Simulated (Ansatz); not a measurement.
**The perfect W wire along [111], 19 atoms a period**

What gap, if any, does the W wire along [111], 19 atoms a period have, and how many channels would it open?

Program: Ansatz 0.2.0. Level of theory: DFT PBE, plane waves, PAW; relaxation of a wire's period; PAW set soft_1, in the first sound run; inputs show where later runs differ. Results are calculated unless marked as measured.

### Step 1. The starting structure

The cell holds 19 atoms: 19 W. Its edges and angles: a = 15.766 Å, b = 17.153 Å, c = 2.745 Å, α = 90.0°, β = 90.0°, γ = 90.0°. Vacuum lies along a and b. The structure's axis is c.

### Step 2. The relaxed wire

Band widths follow the bond lengths, so the wire is relaxed first. The atoms and the third cell vector are free; the box across stays fixed as vacuum. A Fermi-Dirac smearing is set since the result may be a metal. The pressure printed is a third of the stress's trace over the whole box, vacuum included; only the stress along the axis is relaxed.

input.yaml reads:

```yaml
crystal:
  lattice:
    - [15.766, 0.0, 0.0]
    - [0.0, 17.153, 0.0]
    - [0.0, 0.0, 2.74530053]
  atoms:
    - { symbol: W, position: [0.215653939, 0.500005149, 0.0] }
    - { symbol: W, position: [0.357828777, 0.726346969, 0.0] }
    - { symbol: W, position: [0.500003615, 0.500005149, 0.0] }
    - { symbol: W, position: [0.642178453, 0.726346969, 0.0] }
    - { symbol: W, position: [0.215653939, 0.650899696, 0.333333333] }
    - { symbol: W, position: [0.357828777, 0.424557876, 0.333333333] }
    - { symbol: W, position: [0.500003615, 0.198216056, 0.333333333] }
    - { symbol: W, position: [0.500003615, 0.650899696, 0.333333333] }
    - { symbol: W, position: [0.642178453, 0.424557876, 0.333333333] }
    - { symbol: W, position: [0.784353291, 0.650899696, 0.333333333] }
    - { symbol: W, position: [0.215653939, 0.349110602, 0.666666667] }
    - { symbol: W, position: [0.357828777, 0.575452423, 0.666666667] }
    - { symbol: W, position: [0.500003615, 0.349110602, 0.666666667] }
    - { symbol: W, position: [0.500003615, 0.801794243, 0.666666667] }
    - { symbol: W, position: [0.642178453, 0.575452423, 0.666666667] }
    - { symbol: W, position: [0.784353291, 0.349110602, 0.666666667] }
    - { symbol: W, position: [0.357828777, 0.273663329, 0.0] }
    - { symbol: W, position: [0.642178453, 0.273663329, 0.0] }
    - { symbol: W, position: [0.784353291, 0.500005149, 0.0] }
kpoints:
  mp_grid: { grid: [1, 1, 30] }
scf:
  occupations: { method: fermi_dirac, width: 0.05 }
hamiltonian:
  xc: pbe
  pseudopotentials: { kind: paw, azcp: { folder: soft_1 } }
relax:
  cell: { fix: [a, b, alpha, beta, gamma] }
  max_steps: 45
  f_tol: 0.03
```

Run with:

```console
$ ansatz run input.yaml --threads 4 --pin off --max-ram 16384MiB --backend cpu --events-out ev --progress --plain --runs-dir out
```

Numbers of over 12 decimals in the logs are rounded to 6 here.

The log of the run:

```text
Engine: ansatz 0.2.0, aarch64-unknown-linux-gnu
Pseudopotentials: kind: paw
Pseudopotential: W, paw, valence charge 14, recommended cutoff 420 eV (normal), soft_1/W.paw.azcp
Functional definition: PBE
  parameter kappa = 0.804
  parameter beta = 0.066725
  exchange = pbe_x(kappa = kappa, mu = beta*pi^2/3)
  correlation = pbe_c(beta = beta)
Crystal: 19 atoms, lattice volume = 742.423 Å³
Basis set: ecut = 420 eV, 14517 PW (Γ), exchange–correlation on 216×240×40 points (8 copies of the dense FFT grid, shifted against one another)
Bands: 160, of which v1, the nominal top of the filled ones, is band 133 counted from 1 (132 counted from 0)
Symmetry: 4 space group operations
Space group: P2/m (ITA 10), of the structure as read, at distance tolerance 9.1e-5 Å
k-points: 16 of 30
Non-local potential: W, projectors of the file, l = 0: 3, l = 1: 2, l = 2: 2, l = 3: 1
PAW form: soft (Blöchl's): semilocal exchange-correlation on the pseudo side does not see the compensation charge
PAW one-centre angular grid: W, 590 points (default); XC on 64 Gauss nodes
Initial density: superposition of atomic densities (neutral atoms: chi_scale 0, normalization atom)
Initial wavefunctions: pseudopotential atomic-orbital guess
Functional: x = pbe(κ = 0.804, μ = 0.219515), c = pbe(β = 0.066725)
SCF iter   1: F=—  HF=-197320.523856 eV  |F-HF|=—  |Δ(HF+E_count)|=         —  Δρ=4.81e-2  dr2=1.10e2  ethr=3.10e-3  ⟨swp⟩=9.3  Hψ=11478  notcnv=0  defer=1
preconditioner: auto → LDOS  [metal: Δε(μ)=0.027 eV  Ē_g=4.648 eV  σ=0.050 eV  W_gap=0.13  n_scr=116 (ndim 8)  ℏωp=14.6 eV  f_vac=0.451  D(μ)=19.81/eV (n_scr^D=104)  β→1.0]
SCF iter   2: F=—  HF=-197313.692907 eV  |F-HF|=—  |Δ(HF+E_count)|=    6.83e0  Δρ=3.32e-2  dr2=4.18e1  ethr=3.10e-3  ⟨swp⟩=5.2  Hψ=6932  notcnv=0  defer=59
SCF iter   3: F=—  HF=-197309.375757 eV  |F-HF|=—  |Δ(HF+E_count)|=    4.32e0  Δρ=7.62e-3  dr2=1.65e0  ethr=3.10e-3  ⟨swp⟩=4.4  Hψ=6181  notcnv=0  defer=107
SCF iter   4: F=—  HF=-197309.074510 eV  |F-HF|=—  |Δ(HF+E_count)|=   3.01e-1  Δρ=2.61e-3  dr2=1.20e-1  ethr=6.21e-4  ⟨swp⟩=3.5  Hψ=4247  notcnv=0  defer=98
SCF iter   5: F=—  HF=-197309.078659 eV  |F-HF|=—  |Δ(HF+E_count)|=   4.15e-3  Δρ=1.06e-3  dr2=2.44e-2  ethr=4.53e-5  ⟨swp⟩=3.0  Hψ=4323  notcnv=0  defer=98
SCF iter   6: F=—  HF=-197309.076596 eV  |F-HF|=—  |Δ(HF+E_count)|=   2.06e-3  Δρ=3.05e-4  dr2=1.56e-3  ethr=9.18e-6  ⟨swp⟩=2.6  Hψ=4331  notcnv=0  defer=96
SCF iter   7: F=—  HF=-197309.076620 eV  |F-HF|=—  |Δ(HF+E_count)|=   2.34e-5  Δρ=9.25e-5  dr2=1.65e-4  ethr=5.85e-7  ⟨swp⟩=3.2  Hψ=4767  notcnv=0  defer=96
SCF iter   8: F=—  HF=-197309.076634 eV  |F-HF|=—  |Δ(HF+E_count)|=   1.41e-5  Δρ=3.78e-5  dr2=2.47e-5  ethr=6.21e-8  ⟨swp⟩=2.5  Hψ=3773  notcnv=0  defer=96
SCF iter   9: F=—  HF=-197309.076702 eV  |F-HF|=—  |Δ(HF+E_count)|=   6.76e-5  Δρ=1.29e-5  dr2=1.96e-6  ethr=9.27e-9  ⟨swp⟩=2.6  Hψ=4198  notcnv=0  defer=96
SCF iter  10: F=—  HF=-197309.076703 eV  |F-HF|=—  |Δ(HF+E_count)|=   1.08e-6  Δρ=4.18e-6  dr2=2.41e-7  ethr=7.36e-10  ⟨swp⟩=2.9  Hψ=4391  notcnv=0  defer=96
SCF iter  11: F=-197309.076703 eV  HF=-197309.076703 eV  |F-HF|=2.18e-9  |Δ(HF+E_count)|=   4.92e-8  Δρ=1.43e-6  dr2=2.42e-8  ethr=3.76e-11  ⟨swp⟩=5.0  Hψ=8668  notcnv=0
SCF 1 converged in 11 iterations: F = -197309.076703 eV  dr2 = 2.42e-8
  greatest PAW one-centre occupation: 0.999 electrons in one spin orbital (limit 2), on the W atom at site 12 (counted from 0), in its partial waves of l = 0
relax step   1: F+E_penalty+E_count = -197309.07670271 eV  Δ(F+E_penalty+E_count) = +0.000e0 eV  max|allowed force component| = 1.740e0 eV/Å  Δτ_max = 0.0000 Å  P = -5.616 GPa  Ω = 742.423 Å³  fix = [a, b, alpha, beta, gamma]  reactions: a -5.191, b -5.137 GPa; alpha -0.001 GPa/rad  (11 SCF iters, dr2 threshold 1.00e-7 eV, accepted)
Crystal: 19 atoms, lattice volume = 715.518 Å³
Basis set: ecut = 420 eV, 14073 PW (Γ), exchange–correlation on 216×240×40 points (8 copies of the dense FFT grid, shifted against one another)
Initial density: handed on by an earlier stage of this run
Initial wavefunctions: those handed on with the density
iter 1 solved again at ethr=2.48e-3 eV; its pass at ethr=3.10e-3 eV (dr2=6.59e0 eV) is discarded
SCF iter   1: F=—  HF=-197310.192895 eV  |F-HF|=—  |Δ(HF+E_count)|=         —  Δρ=1.80e-2  dr2=6.70e0  ethr=2.48e-3  ⟨swp⟩=3.1  Hψ=14143  notcnv=0  defer=4
preconditioner: auto → LDOS  [metal: Δε(μ)=0.005 eV  Ē_g=4.689 eV  σ=0.050 eV  W_gap=0.03  n_scr=114 (ndim 8)  ℏωp=14.8 eV  f_vac=0.482  D(μ)=12.70/eV (n_scr^D=68)  β→1.0]
SCF iter   2: F=—  HF=-197310.431145 eV  |F-HF|=—  |Δ(HF+E_count)|=   2.38e-1  Δρ=1.42e-2  dr2=7.24e0  ethr=2.48e-3  ⟨swp⟩=4.8  Hψ=5295  notcnv=0  defer=37
SCF iter   3: F=—  HF=-197309.374736 eV  |F-HF|=—  |Δ(HF+E_count)|=    1.06e0  Δρ=2.03e-3  dr2=3.31e-2  ethr=2.48e-3  ⟨swp⟩=2.4  Hψ=4033  notcnv=0  defer=132
SCF iter   4: F=—  HF=-197309.366440 eV  |F-HF|=—  |Δ(HF+E_count)|=   8.30e-3  Δρ=7.54e-4  dr2=1.11e-2  ethr=1.24e-5  ⟨swp⟩=3.1  Hψ=5549  notcnv=0  defer=131
SCF iter   5: F=—  HF=-197309.365853 eV  |F-HF|=—  |Δ(HF+E_count)|=   5.87e-4  Δρ=2.69e-4  dr2=1.20e-3  ethr=4.18e-6  ⟨swp⟩=2.1  Hψ=3569  notcnv=0  defer=131
SCF iter   6: F=—  HF=-197309.366218 eV  |F-HF|=—  |Δ(HF+E_count)|=   3.65e-4  Δρ=8.07e-5  dr2=1.24e-4  ethr=4.50e-7  ⟨swp⟩=3.1  Hψ=4608  notcnv=0  defer=131
SCF iter   7: F=—  HF=-197309.366253 eV  |F-HF|=—  |Δ(HF+E_count)|=   3.45e-5  Δρ=2.87e-5  dr2=1.43e-5  ethr=4.65e-8  ⟨swp⟩=2.0  Hψ=3213  notcnv=0  defer=131
SCF iter   8: F=-197309.366255 eV  HF=-197309.366255 eV  |F-HF|=2.63e-7  |Δ(HF+E_count)|=   2.84e-6  Δρ=6.78e-6  dr2=7.21e-7  ethr=7.14e-10  ⟨swp⟩=5.7  Hψ=9054  notcnv=0
SCF 2 converged in 8 iterations: F = -197309.366255 eV  dr2 = 7.21e-7
  greatest PAW one-centre occupation: 0.999 electrons in one spin orbital (limit 2), on the W atom at site 14 (counted from 0), in its partial waves of l = 0
relax step   2: F+E_penalty+E_count = -197309.36625522 eV  Δ(F+E_penalty+E_count) = -2.896e-1 eV  max|allowed force component| = 2.226e0 eV/Å  Δτ_max = 0.1949 Å  P = +5.326 GPa  Ω = 715.518 Å³  energy of the carried Pulay correction = +5.807e-3 eV  fix = [a, b, alpha, beta, gamma]  reactions: a +4.711, b +4.755 GPa; alpha +0.008 GPa/rad  (8 SCF iters, dr2 threshold 1.90e-6 eV, accepted)
Crystal: 19 atoms, lattice volume = 728.486 Å³
Basis set: ecut = 420 eV, 14273 PW (Γ), exchange–correlation on 216×240×40 points (8 copies of the dense FFT grid, shifted against one another)
iter 1 solved again at ethr=8.39e-4 eV; its pass at ethr=3.10e-3 eV (dr2=2.23e0 eV) is discarded
[...]
relax step   5: F+E_penalty+E_count = -197310.39336320 eV  Δ(F+E_penalty+E_count) = -1.947e-1 eV  max|allowed force component| = 1.009e-1 eV/Å  Δτ_max = 0.0671 Å  P = -0.163 GPa  Ω = 726.565 Å³  energy of the carried Pulay correction = +3.397e-3 eV  fix = [a, b, alpha, beta, gamma]  reactions: a -0.346, b -0.239 GPa; alpha +0.008 GPa/rad  (11 SCF iters, accepted)
[...]
relax step   6: F+E_penalty+E_count = -197310.39885252 eV  Δ(F+E_penalty+E_count) = -5.489e-3 eV  max|allowed force component| = 4.060e-2 eV/Å  Δτ_max = 0.0142 Å  P = -0.008 GPa  Ω = 727.610 Å³  energy of the carried Pulay correction = +3.171e-3 eV  fix = [a, b, alpha, beta, gamma]  reactions: a -0.078, b +0.018 GPa; alpha +0.003 GPa/rad  (6 SCF iters, dr2 threshold 6.36e-7 eV, accepted)
[...]
relax step   7: F+E_penalty+E_count = -197310.39872596 eV  Δ(F+E_penalty+E_count) = +1.266e-4 eV  max|allowed force component| = 3.492e-2 eV/Å  Δτ_max = 0.0075 Å  P = -0.010 GPa  Ω = 727.857 Å³  energy of the carried Pulay correction = +3.117e-3 eV  fix = [a, b, alpha, beta, gamma]  (7 SCF iters, dr2 threshold 1.03e-7 eV, rejected (line search))
[...]
relax step   8: F+E_penalty+E_count = -197310.39950025 eV  Δ(F+E_penalty+E_count) = -6.477e-4 eV  max|allowed force component| = 2.159e-3 eV/Å  Δτ_max = 0.0037 Å  P = -0.041 GPa  Ω = 727.675 Å³  energy of the carried Pulay correction = +3.157e-3 eV  fix = [a, b, alpha, beta, gamma]  reactions: a -0.105, b -0.006 GPa; alpha +0.004 GPa/rad  (9 SCF iters, accepted)
Basis set: ecut = 420 eV, 14257 PW (Γ), exchange–correlation on 216×240×36 points (8 copies of the dense FFT grid, shifted against one another)
Initial wavefunctions: pseudopotential atomic-orbital guess (no wavefunctions were taken with the density)
iter 1 solved again at ethr=9.84e-8 eV; its pass at ethr=3.10e-3 eV (dr2=2.62e-4 eV) is discarded
SCF iter   1: F=—  HF=-197310.395796 eV  |F-HF|=—  |Δ(HF+E_count)|=         —  Δρ=3.85e-5  dr2=1.46e-6  ethr=9.84e-8  ⟨swp⟩=5.4  Hψ=21617  notcnv=0
SCF iter   2: F=—  HF=-197310.396384 eV  |F-HF|=—  |Δ(HF+E_count)|=   5.89e-4  Δρ=4.16e-6  dr2=6.02e-8  ethr=5.47e-10  ⟨swp⟩=3.1  Hψ=5457  notcnv=0
SCF iter   3: F=—  HF=-197310.396384 eV  |F-HF|=—  |Δ(HF+E_count)|=   1.61e-8  Δρ=1.20e-6  dr2=1.18e-8  ethr=2.26e-11  ⟨swp⟩=3.0  Hψ=5524  notcnv=0
SCF iter   4: F=—  HF=-197310.396384 eV  |F-HF|=—  |Δ(HF+E_count)|=   3.38e-9  Δρ=1.89e-7  dr2=6.60e-10  ethr=4.42e-12  ⟨swp⟩=3.3  Hψ=5277  notcnv=0
SCF iter   5: F=-197310.396384 eV  HF=-197310.396384 eV  |F-HF|=2.91e-11  |Δ(HF+E_count)|=  2.91e-11  Δρ=8.00e-8  dr2=9.66e-11  ethr=1.00e-12  ⟨swp⟩=5.1  Hψ=9529  notcnv=0
SCF 9 converged in 5 iterations: F = -197310.396384 eV  dr2 = 9.66e-11
relax step   9: F+E_penalty+E_count = -197310.39638437 eV  Δ(F+E_penalty+E_count) = +3.116e-3 eV  max|allowed force component| = 2.066e-3 eV/Å  Δτ_max = 0.0000 Å  P = -0.041 GPa  Ω = 727.675 Å³  fix = [a, b, alpha, beta, gamma]  reactions: a -0.104, b -0.005 GPa; alpha +0.004 GPa/rad  stress off target by 1.44e-2 GPa on what of the cell is left free  SCF on the basis re-selected at this cell (its energy is not comparable with the rows above)  (5 SCF iters)
basis re-selected at this cell: Δ(F+E_penalty+E_count) = +3.116e-3 eV, ΔP = +0.000 GPa vs the last step (what re-selecting the basis moved, of the pressure what is left beyond the Pulay correction that the steps carried, after the strain that the cell walked since its last selection, with what the two solves' SCF thresholds leave and, on support functions, any second-order correction that the steps lacked; it is no measure of the basis error at this ecutwfc). The dense FFT grid was sized anew with the basis: this SCF ran on 108×120×18 points, the steps before it on 108×120×20, so part of this shift can come from that change (see relax.cell in the input reference). [rest of the remark cut]
SCF converged after 5 iterations
Free energy (F): -197310.396384 eV
Harris-Foulkes:  -197310.396384 eV  (|F-HF|=2.91e-11)
Internal energy: -197310.256870 eV  (E = F + TS)
E sigma→0 (E₀):  -197310.326627 eV
Entropy (-TS):   -0.139514 eV (-7.343 meV/atom)
Fermi energy:    6.706536 eV
--- Per-component energies (eV) ---
  E_band       = -5723.362165
  E_kinetic    = 8000.690983
  E_local      = -146230.509212  (includes V_loc(G=0)·N_el)
  E_nonlocal   = -471.734573
  E_hartree    = 70218.142406
  E_xc         = -5065.694678
  E_vxc        = -4367.419859  (∫ρ·V_xc dr)
  E_paw        = -162981.038155  (= ΣΔE_a)
  E_vpaw       = -3090.677722  (= ΣTr[D̂ρ^β])
  E_aug_tail   = 0.002828  (compensation charges beyond the density's cutoff)
  E_ewald      = 39219.883531
  E_smearing   = -0.139514  (= −TS)
  E_closure    = -0.000000  (closes the sum)
  Σ components = -197310.396384   (vs F -197310.396384, Δ=0.00e0)
--- Forces (eV/Å), atoms counted from 1 ---
  atom   1  W      0.00136298    -0.00000000     0.00000000
  atom   2  W      0.00098426    -0.00135411    -0.00000806
  atom   3  W      0.00000000     0.00000000     0.00000000
  atom   4  W     -0.00098426    -0.00135411    -0.00000806
  atom   5  W      0.00180149    -0.00125109    -0.00061799
  atom   6  W      0.00031908     0.00024943     0.00136220
  atom   7  W      0.00000000     0.00206581    -0.00084957
  atom   8  W      0.00000000    -0.00025611     0.00080540
  atom   9  W     -0.00031908     0.00024943     0.00136220
  atom  10  W     -0.00180149    -0.00125109    -0.00061799
  atom  11  W      0.00180149     0.00125109     0.00061799
  atom  12  W      0.00031908    -0.00024943    -0.00136220
  atom  13  W      0.00000000     0.00025611    -0.00080540
  atom  14  W      0.00000000    -0.00206581     0.00084957
  atom  15  W     -0.00031908    -0.00024943    -0.00136220
  atom  16  W     -0.00180149     0.00125109     0.00061799
  atom  17  W      0.00098426     0.00135411     0.00000806
  atom  18  W     -0.00098426     0.00135411     0.00000806
  atom  19  W     -0.00136298     0.00000000    -0.00000000
  max |Σ_I F_I| component: 4.34e-19 eV/Å
--- Stress (GPa, compression-positive) ---
       -0.103882       0.000000       0.000000
        0.000000      -0.004712      -0.004063
        0.000000      -0.004063      -0.014384
  P = ⅓ Tr σ = -0.0410 GPa (-0.410 kbar)
--- Relaxed structure (8 steps of the walk, 6 accepted, 1 SCFs on fresh bases) ---
  F+E_penalty+E_count = -197310.39638437 eV   max|allowed force component| = 2.066e-3 eV/Å   (the final SCF, on the basis selected at the relaxed cell)
  cell:  # Å, volume = 727.6753 Å³
    - [15.766, 0, 0]
    - [0, 17.153, 0]
    - [0, 0, 2.690767]
  atoms:
    - { symbol: W, position: [0.216865, 0.5, 1.1640048913772053e-19] }
    - { symbol: W, position: [0.358382, 0.725184, 6.426749682364046e-5] }
    - { symbol: W, position: [0.5, 0.5, 1.1640048913772053e-19] }
    - { symbol: W, position: [0.641618, 0.725184, 6.426749682364062e-5] }
    - { symbol: W, position: [0.222732, 0.647080, 0.363686] }
    - { symbol: W, position: [0.356066, 0.423620, 0.324268] }
    - { symbol: W, position: [0.5, 0.206046, 0.363866] }
    - { symbol: W, position: [0.5, 0.652616, 0.324707] }
    - { symbol: W, position: [0.643934, 0.423620, 0.324268] }
    - { symbol: W, position: [0.777268, 0.647080, 0.363686] }
    - { symbol: W, position: [0.222732, 0.352920, 0.636314] }
    - { symbol: W, position: [0.356066, 0.576380, 0.675732] }
    - { symbol: W, position: [0.5, 0.347384, 0.675293] }
    - { symbol: W, position: [0.5, 0.793954, 0.636134] }
    - { symbol: W, position: [0.643934, 0.576380, 0.675732] }
    - { symbol: W, position: [0.777268, 0.352920, 0.636314] }
    - { symbol: W, position: [0.358382, 0.274816, -6.426749682364012e-5] }
    - { symbol: W, position: [0.641618, 0.274816, -6.426749682364028e-5] }
    - { symbol: W, position: [0.783135, 0.5, 1.1640048913772053e-19] }
```

It took 7.8 min on 4 threads of Arm Neoverse V1, shared host; peak memory 3.1 GiB.

[end of part 1 of 2]

[Logs are printed without paths, hosts, clocks, repeated set-up lines and the standing remarks that a program may print on its own settings, such as how far it seeks lower states.]

[Hosts, paths, dates, database ids (printed as entryN), source tags and the programs' standing remarks are cut or masked in the printed files.]
